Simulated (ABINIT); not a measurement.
# BiOCl (P4/nmm): G0W0 with ABINIT, start to end, part 2 of 3

Aim: the G0W0 gap of BiOCl (P4/nmm) on PBEsol, step by step.

ABINIT 10.8.3; PBEsol and many-body steps on it, plane waves. Known limits of the many-body steps: not at the basis limit; no spin-orbit coupling; coarse k mesh.

So far. Step 2 (Ground state): The gap is indirect, with the least direct gap 0.30 eV higher.

### 3. Bands along the symmetry lines

Level of this step: DFT, PBEsol, plane waves, norm-conserving pseudopotentials (ABINIT).

Levels along a band path, at the cheap level, show where the edges lie and whether the meshes to come will hold them.

Contents of run.abi:

```
acell 3*1.0 Angstrom
rprim 
  3.885510000000 0.000000000000 0.000000000000
  0.000000000000 3.885510000000 0.000000000000
  0.000000000000 0.000000000000 7.348900000000
ntypat 3
znucl 83 17 8
natom 6
typat 1 1 2 2 3 3
xred 
  0.500000000000 0.000000000000 0.329040000000
  0.000000000000 0.500000000000 0.670960000000
  0.000000000000 0.500000000000 0.147200000000
  0.500000000000 0.000000000000 0.852800000000
  0.000000000000 0.000000000000 0.500000000000
  0.500000000000 0.500000000000 0.500000000000
pp_dirpath "pseudos"
pseudos "Bi.upf, Cl.upf, O.upf"
ecut 42
iscf -2
irdden 1
kptopt 0
nkpt 39
kpt 
  0.00000000 0.00000000 0.00000000
  0.00000000 0.12500000 0.00000000
  0.00000000 0.25000000 0.00000000
  0.00000000 0.37500000 0.00000000
  0.00000000 0.50000000 0.00000000
  0.12500000 0.50000000 0.00000000
  0.25000000 0.50000000 0.00000000
  0.37500000 0.50000000 0.00000000
  0.50000000 0.50000000 0.00000000
  0.37500000 0.37500000 0.00000000
  0.25000000 0.25000000 0.00000000
  0.12500000 0.12500000 0.00000000
  0.00000000 0.00000000 0.00000000
  0.00000000 0.00000000 0.12500000
  0.00000000 0.00000000 0.25000000
  0.00000000 0.00000000 0.37500000
  0.00000000 0.00000000 0.50000000
  0.00000000 0.12500000 0.50000000
  0.00000000 0.25000000 0.50000000
  0.00000000 0.37500000 0.50000000
  0.00000000 0.50000000 0.50000000
  0.12500000 0.50000000 0.50000000
  0.25000000 0.50000000 0.50000000
  0.37500000 0.50000000 0.50000000
  0.50000000 0.50000000 0.50000000
  0.37500000 0.37500000 0.50000000
  0.25000000 0.25000000 0.50000000
  0.12500000 0.12500000 0.50000000
  0.00000000 0.00000000 0.50000000
  0.00000000 0.50000000 0.00000000
  0.00000000 0.50000000 0.12500000
  0.00000000 0.50000000 0.25000000
  0.00000000 0.50000000 0.37500000
  0.00000000 0.50000000 0.50000000
  0.50000000 0.50000000 0.00000000
  0.50000000 0.50000000 0.12500000
  0.50000000 0.50000000 0.25000000
  0.50000000 0.50000000 0.37500000
  0.50000000 0.50000000 0.50000000
istwfk *1
nband 43
nbdbuf 2
tolwfr 1e-08
nstep 40
prtwf 0
prtvol 0
indata_prefix "in"
outdata_prefix "out"
tmpdata_prefix "tmp"
```

On the command line:

```bash
$ OMP_NUM_THREADS=1 mpirun -n 4 abinit run.abi > log
```

Numbers of over 12 decimals in the logs are rounded to 6 here.

The log of the run:

```text
.Version 10.8.3 of ABINIT. v10.8.2 released Aug 2026.

 Symmetries : space group P4/n m m (#129); Bravais tP (primitive tetrag.)
[... echo of the input left out ...]
== DATASET  1 ==================================================================
-   mpi_nproc: 4, omp_nthreads: 1 (-1 if OMP is not activated)

--- !DatasetInfo
iteration_state: {dtset: 1, }
dimensions: {natom: 6, nkpt: 39, mband: 43, nsppol: 1, nspinor: 1, nspden: 1, mpw: 9764, }
cutoff_energies: {ecut:  42.0, pawecutdg:  -1.0, }
electrons: {nelect:   7.20000000E+01, charge:   0.00000000E+00, occopt:   1.00000000E+00, tsmear:   1.00000000E-02, }

 Real(R)+Recip(G) space primitive vectors, cartesian coordinates (Bohr,Bohr^-1):
 R(1)=  7.3425498  0.0000000  0.0000000  G(1)=  0.1361925  0.0000000  0.0000000
 R(2)=  0.0000000  7.3425498  0.0000000  G(2)=  0.0000000  0.1361925  0.0000000
 R(3)=  0.0000000  0.0000000 13.8874083  G(3)=  0.0000000  0.0000000  0.0720077
 Unit cell volume ucvol=  7.4871236E+02 bohr^3
 Angles (23,13,12)=  9.00000000E+01  9.00000000E+01  9.00000000E+01 degrees

 getcut: wavevector=  0.0000  0.0000  0.0000  ngfft=  45  45  90
         ecut(hartree)=     42.000   => boxcut(ratio)=   2.05407

--- Pseudopotential description ------------------------------------------------
- Bi Generated using ONCVPSP code by D. R. Hamann
- 83.00000  23.00000  180301                  znucl, zion, pspdat
12 -116133 2 -1 1472                          pspcod,pspxc,lmax,lloc,mmax
     nproj     2     2     2
  pspatm : epsatm=   28.42398882
         --- l  ekb(1:nproj) -->
             0   17.099263    2.333947
             1    7.134189    1.181075
             2    3.367336    0.414803
 pspatm: atomic psp has been read  and splines computed

- Cl Generated using ONCVPSP code by D. R. Hamann
- 17.00000   7.00000  180301                  znucl, zion, pspdat
12 -116133 2 -1 1028                          pspcod,pspxc,lmax,lloc,mmax
     nproj     2     2     2
  pspatm : epsatm=    8.95520293
         --- l  ekb(1:nproj) -->
[...]
pspatm: atomic psp has been read  and splines computed

- O Generated using ONCVPSP code by D. R. Hamann
-  8.00000   6.00000  180301                  znucl, zion, pspdat
12 -116133 2 -1 936                           pspcod,pspxc,lmax,lloc,mmax
     nproj     2     2     1
  pspatm : epsatm=    6.20179097
         --- l  ekb(1:nproj) -->
[...]
2   -1.335834
 pspatm: atomic psp has been read  and splines computed

--------------------------------------------------------------------------------

================================================================================
 prteigrs : about to open file out_EIG
 Non-SCF case, kpt    1 (  0.00000  0.00000  0.00000), residuals and eigenvalues=
  6.23E-09  7.21E-09  2.94E-09  1.29E-09  5.22E-09  8.60E-09  1.42E-09  3.78E-09
[...]
6.0269E-01
 Non-SCF case, kpt   39 (  0.50000  0.50000  0.50000), residuals and eigenvalues=
[...]
1.4662E-01  1.4662E-01  1.6133E-01  1.6133E-01  1.8904E-01  1.8904E-01
  3.7736E-01  3.7736E-01  4.3499E-01  4.3499E-01  4.5405E-01  4.5405E-01
  6.0230E-01

--- !ResultsGS
iteration_state: {dtset: 1, }
comment   : Summary of ground state results
lattice_vectors:
- [  7.3425498,   0.0000000,   0.0000000, ]
- [  0.0000000,   7.3425498,   0.0000000, ]
- [  0.0000000,   0.0000000,  13.8874083, ]
lattice_lengths: [   7.34255,    7.34255,   13.88741, ]
lattice_angles: [ 90.000,  90.000,  90.000, ] # degrees, (23, 13, 12)
lattice_volume:   7.4871236E+02
convergence: {deltae:  0.000E+00, res2:  0.000E+00, residm:  9.995E-09, diffor:  0.000E+00, }
etotal    :  -5.29937128E+02
entropy   :   0.00000000E+00
fermie    :   2.10386526E-01
cartesian_stress_tensor: null
pressure_GPa: null
xred      :
- [  5.0000E-01,   0.0000E+00,   3.2904E-01, Bi]
- [  0.0000E+00,   5.0000E-01,   6.7096E-01, Bi]
- [  0.0000E+00,   5.0000E-01,   1.4720E-01, Cl]
- [  5.0000E-01,   0.0000E+00,   8.5280E-01, Cl]
- [  0.0000E+00,   0.0000E+00,   5.0000E-01,  O]
- [  5.0000E-01,   5.0000E-01,   5.0000E-01,  O]
cartesian_forces: null
force_length_stats: {min: null, max: null, mean: null, }

 Integrated electronic density in atomic spheres:
 ------------------------------------------------
 Atom  Sphere_radius  Integrated_density
[...]
================================================================================

 ----iterations are completed or convergence reached----

 Mean square residual over all n,k,spin=   53.589E-10; max=  99.953E-10
 reduced coordinates (array xred) for    6 atoms
[...]
cartesian coordinates (angstrom) at end:
    1      1.942755     0.000000     2.418082
    2      0.000000     1.942755     4.930818
    3      0.000000     1.942755     1.081758
    4      1.942755     0.000000     6.267142
    5      0.000000     0.000000     3.674450
    6      1.942755     1.942755     3.674450
 length scales=  1.889726125908  1.889726125908  1.889726125908 bohr
              =  1.000000000000  1.000000000000  1.000000000000 angstroms
 prteigrs : about to open file out_EIG
 Eigenvalues (hartree) for nkpt=  39  k points:
 kpt#   1, nband= 43, wtk=  1.00000, kpt=  0.0000  0.0000  0.0000 (reduced coord)
[...]
kpt#   2, nband= 43, wtk=  1.00000, kpt=  0.0000  0.1250  0.0000 (reduced coord)
[...]
kpt#   3, nband= 43, wtk=  1.00000, kpt=  0.0000  0.2500  0.0000 (reduced coord)
[...]
kpt#  38, nband= 43, wtk=  1.00000, kpt=  0.5000  0.5000  0.3750 (reduced coord)
[...]
0.45503    0.45503    0.60269
 kpt#  39, nband= 43, wtk=  1.00000, kpt=  0.5000  0.5000  0.5000 (reduced coord)
[...]
0.04266    0.04266    0.10880    0.10880    0.12840    0.12840    0.14662    0.14662
   0.16133    0.16133    0.18904    0.18904    0.37736    0.37736    0.43499    0.43499
   0.45405    0.45405    0.60230

== END DATASET(S) ==============================================================
================================================================================

 -outvars: echo values of variables after computation  --------
            nband          43
             nkpt          39
          spgroup         129
 [... the other variables as echoed above ...]

 Calculation completed.
```

The job ended after 1.7 min (4 MPI ranks of Intel Xeon Platinum 8488C (Sapphire Rapids), shared host; peak memory 0.62 GiB).

Numbers from this step:

```
gap                        : 2.548 eV
k of the valence top       : 0, 0.375, 0.5
k of the conduction bottom : 0, 0, 0.5
least direct gap           : 2.927 eV
```

The gap is 2.548 eV, −0.075 eV from the run before at this level.

The electronic bands at the labelled points (eV, zero at the top of the highest filled band):

```csv
point,band 33,band 34,band 35,band 36,band 37,band 38,band 39,band 40
Γ,-1.06,-1.06,-0.98,-0.77,3.05,3.75,5.30,5.30
halfway,-1.04,-0.53,-0.38,-0.29,4.29,4.66,4.80,5.00
X,-0.91,-0.91,-0.08,-0.08,4.55,4.55,5.19,5.19
halfway,-1.05,-1.05,-0.70,-0.70,4.54,4.54,5.41,5.41
M,-0.71,-0.71,-0.66,-0.66,4.06,4.06,5.81,5.81
halfway,-0.84,-0.64,-0.52,-0.38,3.92,5.02,5.17,5.50
Γ,-1.06,-1.06,-0.98,-0.77,3.05,3.75,5.30,5.30
halfway,-0.91,-0.91,-0.73,-0.53,2.79,3.36,5.31,5.31
Z,-0.78,-0.78,-0.38,-0.38,2.55,2.93,5.32,5.32
halfway,-0.85,-0.80,-0.58,-0.16,4.02,4.30,5.15,5.25
R,-0.71,-0.71,-0.07,-0.07,4.35,4.35,5.28,5.28
halfway,-0.94,-0.94,-0.65,-0.65,4.06,4.06,5.77,5.77
A,-1.41,-1.41,-0.66,-0.66,4.47,4.47,6.04,6.04
halfway,-0.93,-0.79,-0.60,-0.34,3.44,4.80,5.30,5.53
Z,-0.78,-0.78,-0.38,-0.38,2.55,2.93,5.32,5.32
jump to X,-0.91,-0.91,-0.08,-0.08,4.55,4.55,5.19,5.19
halfway,-0.80,-0.80,-0.08,-0.08,4.45,4.45,5.24,5.24
R,-0.71,-0.71,-0.07,-0.07,4.35,4.35,5.28,5.28
jump to M,-0.71,-0.71,-0.66,-0.66,4.06,4.06,5.81,5.81
halfway,-1.03,-1.03,-0.66,-0.66,4.26,4.26,5.93,5.93
A,-1.41,-1.41,-0.66,-0.66,4.47,4.47,6.04,6.04
```

### 4. Empty states on the mesh, 4×4×2 mesh, 98 bands

The sums over transitions need many empty states on a uniform mesh; this step solves for them.

Contents of run.abi:

```
acell 3*1.0 Angstrom
rprim 
  3.885510000000 0.000000000000 0.000000000000
  0.000000000000 3.885510000000 0.000000000000
  0.000000000000 0.000000000000 7.348900000000
ntypat 3
znucl 83 17 8
natom 6
typat 1 1 2 2 3 3
xred 
  0.500000000000 0.000000000000 0.329040000000
  0.000000000000 0.500000000000 0.670960000000
  0.000000000000 0.500000000000 0.147200000000
  0.500000000000 0.000000000000 0.852800000000
  0.000000000000 0.000000000000 0.500000000000
  0.500000000000 0.500000000000 0.500000000000
pp_dirpath "pseudos"
pseudos "Bi.upf, Cl.upf, O.upf"
ecut 42
ngkpt 4 4 2
nshiftk 1
shiftk 0 0 0
kptopt 1
chksymbreak 0
iscf -2
irdden 1
istwfk *1
nband 98
nbdbuf 8
tolwfr 1e-09
nstep 60
prtvol 0
indata_prefix "in"
outdata_prefix "out"
tmpdata_prefix "tmp"
```

The log of the run:

```text
.Version 10.8.3 of ABINIT. v10.8.2 released Aug 2026.

 Symmetries : space group P4/n m m (#129); Bravais tP (primitive tetrag.)
[... echo of the input left out ...]
== DATASET  1 ==================================================================
-   mpi_nproc: 4, omp_nthreads: 1 (-1 if OMP is not activated)

--- !DatasetInfo
iteration_state: {dtset: 1, }
dimensions: {natom: 6, nkpt: 12, mband: 98, nsppol: 1, nspinor: 1, nspden: 1, mpw: 9764, }
cutoff_energies: {ecut:  42.0, pawecutdg:  -1.0, }
electrons: {nelect:   7.20000000E+01, charge:   0.00000000E+00, occopt:   1.00000000E+00, tsmear:   1.00000000E-02, }

 Real(R)+Recip(G) space primitive vectors, cartesian coordinates (Bohr,Bohr^-1):
 R(1)=  7.3425498  0.0000000  0.0000000  G(1)=  0.1361925  0.0000000  0.0000000
 R(2)=  0.0000000  7.3425498  0.0000000  G(2)=  0.0000000  0.1361925  0.0000000
 R(3)=  0.0000000  0.0000000 13.8874083  G(3)=  0.0000000  0.0000000  0.0720077
 Unit cell volume ucvol=  7.4871236E+02 bohr^3
 Angles (23,13,12)=  9.00000000E+01  9.00000000E+01  9.00000000E+01 degrees

 getcut: wavevector=  0.0000  0.0000  0.0000  ngfft=  45  45  90
         ecut(hartree)=     42.000   => boxcut(ratio)=   2.05407

--- Pseudopotential description ------------------------------------------------
- Bi Generated using ONCVPSP code by D. R. Hamann
- 83.00000  23.00000  180301                  znucl, zion, pspdat
12 -116133 2 -1 1472                          pspcod,pspxc,lmax,lloc,mmax
     nproj     2     2     2
  pspatm : epsatm=   28.42398882
         --- l  ekb(1:nproj) -->
             0   17.099263    2.333947
             1    7.134189    1.181075
             2    3.367336    0.414803
 pspatm: atomic psp has been read  and splines computed

- Cl Generated using ONCVPSP code by D. R. Hamann
- 17.00000   7.00000  180301                  znucl, zion, pspdat
12 -116133 2 -1 1028                          pspcod,pspxc,lmax,lloc,mmax
     nproj     2     2     2
  pspatm : epsatm=    8.95520293
         --- l  ekb(1:nproj) -->
[...]
pspatm: atomic psp has been read  and splines computed

- O Generated using ONCVPSP code by D. R. Hamann
-  8.00000   6.00000  180301                  znucl, zion, pspdat
12 -116133 2 -1 936                           pspcod,pspxc,lmax,lloc,mmax
     nproj     2     2     1
  pspatm : epsatm=    6.20179097
         --- l  ekb(1:nproj) -->
[...]
2   -1.335834
 pspatm: atomic psp has been read  and splines computed

--------------------------------------------------------------------------------

================================================================================
 prteigrs : about to open file out_EIG
 Non-SCF case, kpt    1 (  0.00000  0.00000  0.00000), residuals and eigenvalues=
  3.80E-10  3.76E-10  1.50E-10  3.05E-10  2.22E-10  2.95E-10  1.93E-10  1.53E-10
  5.00E-10  2.70E-10  3.74E-10  3.91E-10  3.15E-10  3.09E-10  4.92E-10  2.24E-10
  3.09E-10  4.49E-10  4.18E-10  2.50E-10  7.35E-10  8.89E-10  7.74E-10  2.79E-10
[...]
3.69E-06  6.36E-05
 -5.3834E+00 -5.3834E+00 -3.1062E+00 -3.1062E+00 -3.1060E+00 -3.1060E+00
 -3.1060E+00 -3.1060E+00 -5.9030E-01 -5.8261E-01 -5.8261E-01 -5.8257E-01
 -5.8207E-01 -5.8078E-01 -5.8031E-01 -5.7990E-01 -5.7990E-01 -5.7928E-01
[...]
1.2533E+00  1.2625E+00  1.2625E+00  1.3186E+00  1.3515E+00  1.3656E+00
  1.3656E+00  1.3675E+00  1.3821E+00  1.3821E+00  1.4207E+00  1.4297E+00
  1.4420E+00  1.4421E+00
 prteigrs : prtvol=0 or 1, do not print more k-points.

--- !ResultsGS
iteration_state: {dtset: 1, }
comment   : Summary of ground state results
lattice_vectors:
- [  7.3425498,   0.0000000,   0.0000000, ]
- [  0.0000000,   7.3425498,   0.0000000, ]
- [  0.0000000,   0.0000000,  13.8874083, ]
lattice_lengths: [   7.34255,    7.34255,   13.88741, ]
lattice_angles: [ 90.000,  90.000,  90.000, ] # degrees, (23, 13, 12)
lattice_volume:   7.4871236E+02
convergence: {deltae:  0.000E+00, res2:  0.000E+00, residm:  9.971E-10, diffor:  0.000E+00, }
etotal    :  -5.29937128E+02
entropy   :   0.00000000E+00
fermie    :   2.10386526E-01
cartesian_stress_tensor: null
pressure_GPa: null
xred      :
- [  5.0000E-01,   0.0000E+00,   3.2904E-01, Bi]
- [  0.0000E+00,   5.0000E-01,   6.7096E-01, Bi]
- [  0.0000E+00,   5.0000E-01,   1.4720E-01, Cl]
- [  5.0000E-01,   0.0000E+00,   8.5280E-01, Cl]
- [  0.0000E+00,   0.0000E+00,   5.0000E-01,  O]
- [  5.0000E-01,   5.0000E-01,   5.0000E-01,  O]
cartesian_forces: null
force_length_stats: {min: null, max: null, mean: null, }

 Integrated electronic density in atomic spheres:
 ------------------------------------------------
 Atom  Sphere_radius  Integrated_density
[...]
================================================================================

 ----iterations are completed or convergence reached----

 Mean square residual over all n,k,spin=   51.797E-11; max=  99.710E-11
 reduced coordinates (array xred) for    6 atoms
[...]
0.000000000000      0.000000000000      0.500000000000
       0.500000000000      0.500000000000      0.500000000000

 cartesian coordinates (angstrom) at end:
    1      1.942755     0.000000     2.418082
    2      0.000000     1.942755     4.930818
    3      0.000000     1.942755     1.081758
    4      1.942755     0.000000     6.267142
    5      0.000000     0.000000     3.674450
    6      1.942755     1.942755     3.674450
 length scales=  1.889726125908  1.889726125908  1.889726125908 bohr
              =  1.000000000000  1.000000000000  1.000000000000 angstroms
 prteigrs : about to open file out_EIG
 Eigenvalues (hartree) for nkpt=  12  k points:
 kpt#   1, nband= 98, wtk=  0.03125, kpt=  0.0000  0.0000  0.0000 (reduced coord)
[...]
1.18425    1.21361    1.23068    1.23068    1.25334    1.26255    1.26255    1.31858
   1.35152    1.36556    1.36556    1.36752    1.38209    1.38209    1.42074    1.42974
   1.44204    1.44210
 prteigrs : prtvol=0 or 1, do not print more k-points.

== END DATASET(S) ==============================================================
================================================================================

 -outvars: echo values of variables after computation  --------
            nband          98
             nkpt          12
          spgroup         129
 [... the other variables as echoed above ...]

 Calculation completed.
```

Elapsed: 1.8 min, on 4 MPI ranks; peak memory 0.56 GiB; 7.4 min of CPU time.

Numbers from this step:

- gap: 2.623 eV
- k of the valence top: 0.5, 0, 0.5
- k of the conduction bottom: 0, 0, 0.5
- least direct gap: 2.927 eV
- k points computed: 12
- lowest point of the top converged band, above the valence top: 29.22 eV

On this mesh the gap is 2.623 eV.

### 5. Screening, 4×4×2 mesh, 90 bands, screening to 98 eV

The RPA dielectric matrix is built and inverted for each q.

This step: RPA screening on PBEsol, plane waves, norm-conserving pseudopotentials.

Edit run.abi of step 4 so:

```diff
@@ -24,10 +24,11 @@
 chksymbreak 0
-iscf -2
-irdden 1
 istwfk *1
-nband 98
-nbdbuf 8
-tolwfr 1e-09
-nstep 60
-prtvol 0
+occopt 1
+irdwfk 1
+optdriver 3
+nband 90
+ecuteps 3.6
+inclvkb 2
+awtr 1
+symchi 1
 indata_prefix "in"
```

The log of the run:

```text
.Version 10.8.3 of ABINIT. v10.8.2 released Aug 2026.

 Symmetries : space group P4/n m m (#129); Bravais tP (primitive tetrag.)
[... echo of the input left out ...]
== DATASET  1 ==================================================================
-   mpi_nproc: 4, omp_nthreads: 1 (-1 if OMP is not activated)

--- !DatasetInfo
iteration_state: {dtset: 1, }
dimensions: {natom: 6, nkpt: 12, mband: 90, nsppol: 1, nspinor: 1, nspden: 1, mpw: 9764, }
cutoff_energies: {ecut:  42.0, pawecutdg:  -1.0, }
electrons: {nelect:   7.20000000E+01, charge:   0.00000000E+00, occopt:   1.00000000E+00, tsmear:   1.00000000E-02, }

 SCREENING: Calculation of the susceptibility and dielectric matrices

 Based on a program developped by R.W. Godby, V. Olevano, G. Onida, and L. Reining.
 Incorporated in ABINIT by V. Olevano, G.-M. Rignanese, and M. Torrent.
.Using double precision arithmetic ; gwpc =  8

[... cell and pseudopotentials left out ...]
--------------------------------------------------------------------------------

 ==== K-mesh for the wavefunctions ====
 Number of points in the irreducible wedge :    12
[... list of points left out ...]
 Together with 16 symmetry operations and time-reversal symmetry
 yields    32 points in the full Brillouin Zone.

 ==== Q-mesh for the screening function ====
 Number of points in the irreducible wedge :    12
[... list of points left out ...]
 Together with 16 symmetry operations and time-reversal symmetry
 yields    32 points in the full Brillouin Zone.

 setmesh: FFT mesh size selected  =    30x   30x   54
          total number of points  =        48600

 vcoul_init : cutoff-mode = AUXILIARY_FUNCTION
 q-points for optical limit:   1
     1)      0.000010    0.000020    0.000030

- screening: taking advantage of time-reversal symmetry
- Maximum band index for partially occupied states nbvw = 36
- Remaining bands to be divided among processors   nbcw = 54
- Number of bands treated by each node ~13

 Number of electrons calculated from density =   72.0000; Expected =   72.0000
 average of density, n =  0.096165
 r_s =    1.3540
 omega_plasma =   29.9133 [eV]

 calculating chi0 at frequencies [eV] :
  1    0.000000E+00    0.000000E+00
  2    0.000000E+00    2.991330E+01

--------------------------------------------------------------------------------
  q-point number  1        q = ( 0.000000, 0.000000, 0.000000) [r.l.u.]
--------------------------------------------------------------------------------
[... chi0 elements left out ...]
 For q-point:  0.000010 0.000020 0.000030
  dielectric constant =   6.0491
  dielectric constant without local fields =   6.8473

  Average fulfillment of the sum rule on Im[epsilon] for q-point    1 :     41.19  [%]
[... wings left out ...]
  q-point number  2        q = ( 0.250000, 0.000000, 0.000000) [r.l.u.]
--------------------------------------------------------------------------------
[... chi0 elements left out ...]
  Average fulfillment of the sum rule on Im[epsilon] for q-point    2 :     51.21  [%]

 [... 10 further q-points ...]
```

It took 2.5 min on 4 MPI ranks; peak memory 2.6 GiB; 10 min of CPU time.

Numbers from this step:

| Item | Value |
| --- | --- |
| ε∞ with local fields, on this mesh, along the program's q direction | 6.049 |
| the same without local fields | 6.847 |
| plasma frequency | 29.91 eV |
| plane waves in the screening matrix | 239 |

Local fields lower ε∞ by 12 %. On a Γ-centred mesh this coarse the value itself is usually too large, while a short band sum pulls it down.

[end of part 2 of 3]

[Paths, hosts, dates, memory and timing lines, banners, echoed tables and standing remarks are left out of the program output.]

[Logs are printed without paths, hosts, clocks, repeated set-up lines and the standing remarks that a program may print on its own settings, such as how far it seeks lower states.]

[Runs of the session that timed out or met a known fault of the program may be left out.]

[Hosts, paths, dates, database ids (printed as entryN), source tags and the programs' standing remarks are cut or masked in the printed files.]

[G0W0 gaps are taken among the corrected bands and points alone; a level outside them can change the order at an edge.]

[Where Ansatz stands beside ABINIT at settings called matched, ABINIT's density can come from a denser mesh and the files from another edition; pairs whose starting gaps differed by over 0.03 eV were left out, so agreement reads better than it is.]
